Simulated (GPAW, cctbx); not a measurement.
## Reading charge transfer from structure factors

KCrI3, I4/mcm (no. 140), a = 8.0949 Å, b = 8.0949 Å, c = 11.4118 Å, α = 90.00°, β = 90.00°, γ = 90.00°.

```
atom  mult.       x       y    z
  I1      8  0.2499  0.2501  1/2
  I2      4       0     1/2  3/4
 Cr1      4     1/2       0    0
  K1      4       0       0  3/4
```

The cell comes from substitution in a known structure type and wasn't matched to any measured phase.

Absolute values of the static structure factors of the conventional cell from DFT (PBE, GPAW) against free spherical atoms, in electrons:

| hkl | d (Å) | free atoms | crystal |
| --- | --- | --- | --- |
| 110 | 5.724 | 219.98 | 220.23 |
| 002 | 5.706 | 219.91 | 220.16 |
| 200 | 4.048 | 42.54 | 43.62 |
| 112 | 4.041 | 42.54 | 43.62 |
| 211 | 3.451 | 0.65 | 0.65 |
| 202 | 3.301 | 528.88 | 530.03 |
| 220 | 2.862 | 662.54 | 662.32 |
| 004 | 2.853 | 661.95 | 661.71 |
| 213 | 2.622 | 0.60 | 0.61 |
| 310 | 2.560 | 188.44 | 187.95 |

**Question.** Which way does charge move, and which reflections show it best?

Project each element's phase sum on the total phase. |F| rises if density moves to atoms that scatter in phase and falls if it moves to atoms that scatter against it; the rule is for low angles, since changes of shape take over beyond. Where all elements are in phase the terms compete, and the compactness of the donor's and the acceptor's density matters too.

| hkl | I in phase | Cr in phase | K in phase | change (e) | (%) |
| --- | --- | --- | --- | --- | --- |
| 110 | +4.0 | +4.0 | -4.0 | +0.25 | +0.1 |
| 002 | +4.0 | +4.0 | -4.0 | +0.25 | +0.1 |
| 200 | +4.0 | -4.0 | -4.0 | +1.08 | +2.5 |
| 112 | +4.0 | -4.0 | -4.0 | +1.08 | +2.5 |
| 211 | 0.0 | 0.0 | 0.0 | 0.00 | +0.5 |
| 202 | +12.0 | -4.0 | +4.0 | +1.15 | +0.2 |
| 220 | +12.0 | +4.0 | +4.0 | -0.22 | 0.0 |
| 004 | +12.0 | +4.0 | +4.0 | -0.24 | 0.0 |

Low-angle reflections that set elements apart and change by more than 0.05 e: 110, 002, 200, 112 and 202 (211 hardly moves and tells little). The signs fit a gain of density on I and a loss on Cr and K. The best witness is 200, +2.5 %, where I enters with +4.0. The real-space density agrees: Voronoi charges I -0.16, Cr +0.20, K +0.27 e. The shortest bond, I–Cr, has Δρ = +0.04 e/Å³ at its midpoint. Limits: a ferromagnetic start is the only order tried, and the real ground state may be antiferromagnetic or insulating.

[Outputs are excerpts: Python notices, other lines and further rows are left out; steps that failed or that the build refused (PBEsol, TPSS) are not shown.]

[Logs are printed without paths, hosts, clocks, repeated set-up lines and the standing remarks that a program may print on its own settings, such as how far it seeks lower states.]
